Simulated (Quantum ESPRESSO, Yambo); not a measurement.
An input for Yambo 5.3.0 (CdF2 (Fm-3m)):

```
HF_and_locXC
gw0
dyson
cohsex
em1s
rim_cut
RandQpts= 1000000
RandGvec= 1 RL
EXXRLvcs= 94 Ry
VXCRLvcs= 376 Ry
Chimod= "HARTREE"
% BndsRnXs
 1 | 205 |
%
NGsBlkXs= 17 Ry
% LongDrXs
 1 | 1 | 1 |
%
% GbndRnge
 1 | 205 |
%
DysSolver= "n"
ExtendOut
% QPkrange
 8 | 8 | 16 | 19 |
 1 | 1 | 16 | 19 |
%
```

```sh
OMP_NUM_THREADS=1 mpirun -n 4 yambo -F gw4.in -J gw4 -C gw4 > gw4.log
```

The stored states that it reads are on a 4×4×4 mesh. Symmetry: Fm-3m, No. 225, cubic system. The conventional cell has a = 5.388 Å, b = 5.388 Å, c = 5.388 Å, α = 90.00°, β = 90.00°, γ = 90.00°. Nearest to Cd lie 8 F at 2.33 Å. Nearest to F lie 4 Cd at 2.33 Å. Farther neighbours and most contacts between anions are not listed.

Estimate wall time and host memory on 4 MPI ranks of Intel Xeon 6975P-C (Granite Rapids), shared host.

It took 2.9 min; on shared hardware allow 87 s to 5.8 min. Peak host memory was 1.8 GiB.

The screening grows as filled bands × empty bands × pairs of k points, times the square of the screening basis for the matrix.

[Paths, hosts, dates, memory and timing lines, banners, echoed tables and standing remarks are left out of the program output.]

[Logs are printed without paths, hosts, clocks, repeated set-up lines and the standing remarks that a program may print on its own settings, such as how far it seeks lower states.]

[Runs of the session that timed out or met a known fault of the program may be left out.]

[Hosts, paths, dates, database ids (printed as entryN), source tags and the programs' standing remarks are cut or masked in the printed files.]
